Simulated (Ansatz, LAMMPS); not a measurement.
# Forces and charges in Li+ triflate in propylene carbonate and dimethoxyethane at 410 K (166 atoms), part 2 of 2

What does DFT give for Li+ triflate in propylene carbonate and dimethoxyethane at 410 K (166 atoms) as built?

Ansatz 0.2.0; Kohn-Sham DFT, LDA, PAW (set soft_2), plane waves.

The cell: 42 C, 30 O, 84 H, 2 S, 6 F and 2 Li. The network of contacts between molecules at the start is that of the classical potential that made the cell. The functional has no dispersion term. The density was typed from a rule of thumb and may lie off the real one at this temperature. Sampling is at Γ alone, for a cell whose shortest periodic width is 13 Å.

So far: The structure; How the cell was made; Plane-wave single point.

## (3) Plane-wave single point (continued)

Valence density in the ab plane at fractional z = 0.020, with atoms of H and C and O and S and F within 0.2 Å of it. It is the smooth field of the valence electrons, not physical close to the nuclei.

Values in units of 1e0 e/Å³, 13 rows by 16 columns, each cell a mean:
```
0.4 0.0 0.0 0.0 0.0 0.1 0.1 0.3 1.9 0.5 0.0 0.0 0.0 0.0 0.6 2.3
1.2 0.6 0.1 0.0 0.1 0.8 1.3 1.2 4.1 1.2 0.0 0.0 0.0 0.1 0.9 3.4
1.4 0.7 0.1 0.0 0.1 0.9 1.5 0.8 0.3 0.1 0.0 0.1 0.4 0.2 0.1 0.4
0.2 0.1 0.0 0.0 0.0 0.0 0.1 0.1 0.0 0.0 0.0 0.6 4.8 1.5 0.1 0.1
0.0 0.0 0.0 0.0 0.0 0.0 0.0 0.0 0.0 0.0 0.3 0.8 1.6 0.5 0.1 0.2
0.4 0.0 0.0 0.0 0.0 0.0 0.0 0.0 0.0 0.0 0.2 0.7 0.8 0.5 1.7 6.5
0.1 0.0 0.0 0.0 0.0 0.0 0.0 0.0 0.0 0.0 0.0 0.1 0.2 0.4 0.6 1.4
0.0 0.0 0.1 0.2 0.0 0.1 0.1 0.0 0.0 0.0 0.0 0.0 0.1 0.7 0.2 0.0
0.0 0.0 0.1 0.1 0.0 0.4 0.5 0.1 0.1 0.0 0.0 0.0 0.0 0.1 0.0 0.0
0.0 0.0 0.1 0.1 0.1 0.1 0.4 0.8 0.3 0.0 0.0 0.0 0.0 0.0 0.1 0.1
0.0 0.0 0.1 0.3 0.4 0.1 0.4 1.0 0.3 0.0 0.0 0.0 0.2 0.1 0.0 0.0
0.0 0.0 0.0 0.1 0.1 0.0 0.0 0.1 0.0 0.0 0.0 0.1 0.2 0.1 0.0 0.0
0.0 0.0 0.0 0.0 0.0 0.0 0.0 0.0 0.0 0.0 0.0 0.0 0.0 0.0 0.0 0.0
```
Columns run along a (12.6 Å), rows up along b (12.6 Å). Atoms in or near the plane, at fractional coordinates: H at (0.36, 0.35), C at (0.03, 0.82), O at (0.96, 0.91), O at (0.53, 0.90), S at (0.74, 0.61), O at (0.78, 0.72), F at (0.95, 0.56).

Mean intrinsic-atomic-orbital charges: C -0.12, F -0.26, H +0.19, Li +0.76, O -0.50, S +2.22 e.

## (4) Local order

These statistics describe the geometry on which the runs were made.

Density 1.04 g/cm³, 12.07 Å³ an atom.

Pair distribution functions g(r), in bins of 0.2 Å:

| r (Å) | total | H-H | H-C | H-O | H-F | H-Li | H-S |
| --- | --- | --- | --- | --- | --- | --- | --- |
| 1.00 | 2.56 | 0.00 | 9.95 | 0.00 | 0.00 | 0.00 | 0.00 |
| 1.20 | 1.68 | 0.00 | 5.95 | 0.00 | 0.00 | 0.00 | 0.00 |
| 1.40 | 1.64 | 0.00 | 0.00 | 0.00 | 0.00 | 0.00 | 0.00 |
| 1.60 | 0.39 | 0.66 | 0.00 | 0.00 | 0.00 | 0.00 | 0.00 |
| 1.80 | 1.08 | 3.83 | 0.00 | 0.27 | 0.00 | 0.00 | 0.00 |
| 2.00 | 0.87 | 0.39 | 0.32 | 3.22 | 0.00 | 0.00 | 0.00 |
| 2.20 | 1.41 | 0.55 | 2.12 | 1.99 | 0.32 | 0.00 | 0.00 |
| 2.40 | 0.90 | 1.06 | 0.55 | 0.43 | 0.58 | 0.84 | 0.00 |
| 2.60 | 0.88 | 1.48 | 0.70 | 0.80 | 1.16 | 0.00 | 0.00 |
| 2.80 | 0.79 | 0.87 | 1.05 | 0.84 | 0.84 | 0.61 | 0.00 |
| 3.00 | 0.85 | 1.13 | 0.80 | 0.98 | 0.35 | 0.52 | 0.00 |
| 3.20 | 0.94 | 1.02 | 1.07 | 0.99 | 0.94 | 0.00 | 0.92 |
| 3.40 | 0.90 | 0.86 | 0.97 | 1.14 | 0.55 | 2.51 | 1.21 |
| 3.60 | 0.87 | 1.15 | 0.81 | 0.64 | 0.74 | 1.44 | 0.38 |
| 3.80 | 0.90 | 0.92 | 0.89 | 0.81 | 1.09 | 2.33 | 1.65 |
| 4.00 | 1.03 | 0.83 | 0.95 | 1.15 | 1.28 | 1.47 | 2.09 |
| 4.20 | 0.97 | 0.90 | 1.07 | 0.91 | 0.99 | 0.55 | 1.35 |
| 4.40 | 0.98 | 0.98 | 0.84 | 1.02 | 1.63 | 0.98 | 1.48 |
| 4.60 | 0.99 | 1.11 | 0.96 | 1.06 | 0.82 | 0.22 | 1.34 |
| 4.80 | 1.06 | 1.02 | 1.09 | 1.00 | 1.44 | 0.40 | 1.22 |
| 5.00 | 1.07 | 1.04 | 1.10 | 0.98 | 1.15 | 0.58 | 1.92 |
| 5.20 | 1.00 | 0.85 | 0.90 | 1.22 | 1.10 | 0.87 | 0.52 |
| 5.40 | 1.05 | 1.01 | 1.02 | 1.05 | 1.04 | 0.81 | 1.15 |
| 5.60 | 1.01 | 0.96 | 0.94 | 0.89 | 1.16 | 1.52 | 1.52 |
| 5.80 | 0.94 | 0.88 | 0.90 | 0.94 | 1.36 | 0.71 | 1.11 |
| 6.00 | 1.04 | 1.03 | 1.04 | 0.88 | 1.40 | 1.45 | 1.19 |
| 6.20 | 1.01 | 1.06 | 1.12 | 1.02 | 1.07 | 0.74 | 0.25 |

Bonds by pair of elements; cutoffs follow the first minimum of g(r), held within bounds set by covalent radii, and pairs that aren't listed don't count as bonded:

| pair A-B | cutoff (Å) | bonds | mean length (Å) | spread (Å) | shortest (Å) | B about A | A about B |
| --- | --- | --- | --- | --- | --- | --- | --- |
| H-C | 1.34 | 84 | 1.10 | 0.035 | 1.02 | 1 | 2 |
| C-C | 1.85 | 14 | 1.52 | 0.044 | 1.46 | 0.667 | 0.667 |
| C-O | 1.73 | 44 | 1.40 | 0.07 | 1.21 | 1.05 | 1.47 |
| C-F | 1.62 | 6 | 1.35 | 0.033 | 1.31 | 0.143 | 1 |
| C-S | 2.21 | 2 | 1.83 | 0.04 | 1.79 | 0.048 | 1 |
| O-Li | 2.58 | 8 | 2.00 | 0.098 | 1.86 | 0.267 | 4 |
| O-S | 1.88 | 6 | 1.47 | 0.019 | 1.45 | 0.2 | 3 |

How many atoms have how many bonded neighbours:

| element | mean | 1 | 2 | 3 | 4 |
| --- | --- | --- | --- | --- | --- |
| C | 3.90 | 0 | 0 | 4 | 38 |
| F | 1 | 6 | 0 | 0 | 0 |
| H | 1 | 84 | 0 | 0 | 0 |
| Li | 4 | 0 | 0 | 0 | 2 |
| O | 1.93 | 6 | 20 | 4 | 0 |
| S | 4 | 0 | 0 | 0 | 2 |

Bond angles, per cent of each kind in bins of 5°:

| angle (°) | H-C-O | H-C-H | C-C-H | C-C-O | C-O-C |
| --- | --- | --- | --- | --- | --- |
| 95–100 | 4.2 | 7.8 | 0.0 | 0.0 | 0.0 |
| 100–105 | 9.7 | 20.3 | 3.9 | 29.2 | 20.0 |
| 105–110 | 44.4 | 37.5 | 34.6 | 50.0 | 60.0 |
| 110–115 | 34.7 | 26.6 | 38.5 | 16.7 | 20.0 |
| 115–120 | 6.9 | 6.2 | 21.2 | 4.2 | 0.0 |
| 120–125 | 0.0 | 1.6 | 1.9 | 0.0 | 0.0 |

Bond angles (no mean is given where the spread exceeds 20°):

| angle | count | mean (°) | spread (°) |
| --- | --- | --- | --- |
| H-C-O | 72 | 109 | 4.2 |
| H-C-H | 64 | 108 | 5.4 |
| C-C-H | 52 | 112 | 4 |
| C-C-O | 24 | 108 | 4 |
| C-O-C | 20 | 108 | 3.4 |

Bond length by coordination (bonds to H left out):

| element | coordination | atoms | mean bond length (Å) |
| --- | --- | --- | --- |
| C | 3 | 4 | 1.32 |
| C | 4 | 38 | 1.47 |
| O | 1 | 6 | 1.39 |
| O | 2 | 20 | 1.46 |
| O | 3 | 4 | 1.65 |

Rings of the network by King's shortest-path rule, up to 12 atoms, one path for each pair of neighbours; H, halogens, alkali and alkaline-earth atoms are left out, and the last column divides by all other atoms, bonded or not:

| ring size (atoms) | rings | per network atom |
| --- | --- | --- |
| 5 | 4 | 0.054 |

With the cutoffs above, 90 % of C atoms have 4, all F atoms have 1, all H atoms have 1 and all Li atoms have 4 bonded neighbours. The H-C-O angle averages 109° with a spread of 4°. All rings counted have 5 atoms.

Local excerpt of 10 atoms (numbers count through the whole input) about O139, which bears the longest force; x, y, z are measured from there.

| atom | x | y | z | distance (Å) | bonds | intrinsic-atomic-orbital charge (e) | Fx | Fy | Fz (eV/Å) |
| --- | --- | --- | --- | --- | --- | --- | --- | --- | --- |
| O139 | 0.00 | 0.00 | 0.00 | 0.00 | 2 | -0.32 | -0.03 | 1.40 | -4.29 |
| C138 | -1.18 | -0.74 | 0.14 | 1.40 | 4 | -0.17 | -0.82 | 0.11 | 1.31 |
| C140 | -0.09 | 0.47 | -1.32 | 1.41 | 3 | 0.61 | 2.78 | 1.69 | -1.65 |
| H147 | -1.48 | -0.30 | 1.11 | 1.87 | 1 | 0.22 | -1.12 | -1.00 | -0.08 |
| H148 | -0.90 | -1.80 | 0.17 | 2.02 | 1 | 0.19 | -0.26 | -0.26 | 0.31 |
| O141 | 0.74 | 1.20 | -1.87 | 2.34 | 1 | -0.48 | -1.80 | -1.83 | 1.76 |
| O142 | -1.18 | 0.01 | -2.03 | 2.35 | 2 | -0.32 | 3.26 | 0.31 | 0.80 |
| C137 | -2.08 | -0.44 | -1.08 | 2.38 | 4 | 0.03 | -0.40 | 0.18 | 0.79 |
| H143 | -2.53 | 1.53 | -0.45 | 2.99 | 1 | 0.16 | -0.56 | -0.40 | -0.75 |
| H146 | -2.54 | -1.32 | -1.46 | 3.21 | 1 | 0.22 | -0.50 | -1.05 | -0.17 |

The column of bonds counts only the pairs H-C within 1.34 Å, C-C within 1.85 Å, C-O within 1.73 Å, C-F within 1.62 Å, C-S within 2.21 Å, O-Li within 2.58 Å, O-S within 1.88 Å; other neighbours, such as metal atoms beside each other in a compound, aren't counted, and periodic images can show an atom twice.

## (5) Outcome

```json
{"free energy per atom": "-211.1862 eV/atom", "pressure": "-1.271 GPa", "r.m.s. force component": "1.073 eV/Å", "gap (highest filled to lowest empty level)": "3.982 eV", "wall time of the 1 DFT run": "8.2 s"}
```

**Reading.** The highest filled and lowest empty levels differ by 3.98 eV (at Γ alone); a local or semilocal functional tends to put such gaps too low. In a disordered cell it changes from sample to sample and from frame to frame. With the cutoffs above, 90 % of C atoms have 4, all F atoms have 1, all H atoms have 1 and all Li atoms have 4 bonded neighbours.

What to keep in mind: The force components of 1.1 eV/Å r.m.s. hold both thermal displacement and the mismatch between the potential that made the cell and DFT, above all in bond lengths inside molecules. The pressure of a single frame lacks the kinetic term.

[Logs are printed without paths, hosts, clocks, repeated set-up lines and the standing remarks that a program may print on its own settings, such as how far it seeks lower states.]

[Hosts, paths, dates, database ids (printed as entryN), source tags and the programs' standing remarks are cut or masked in the printed files.]
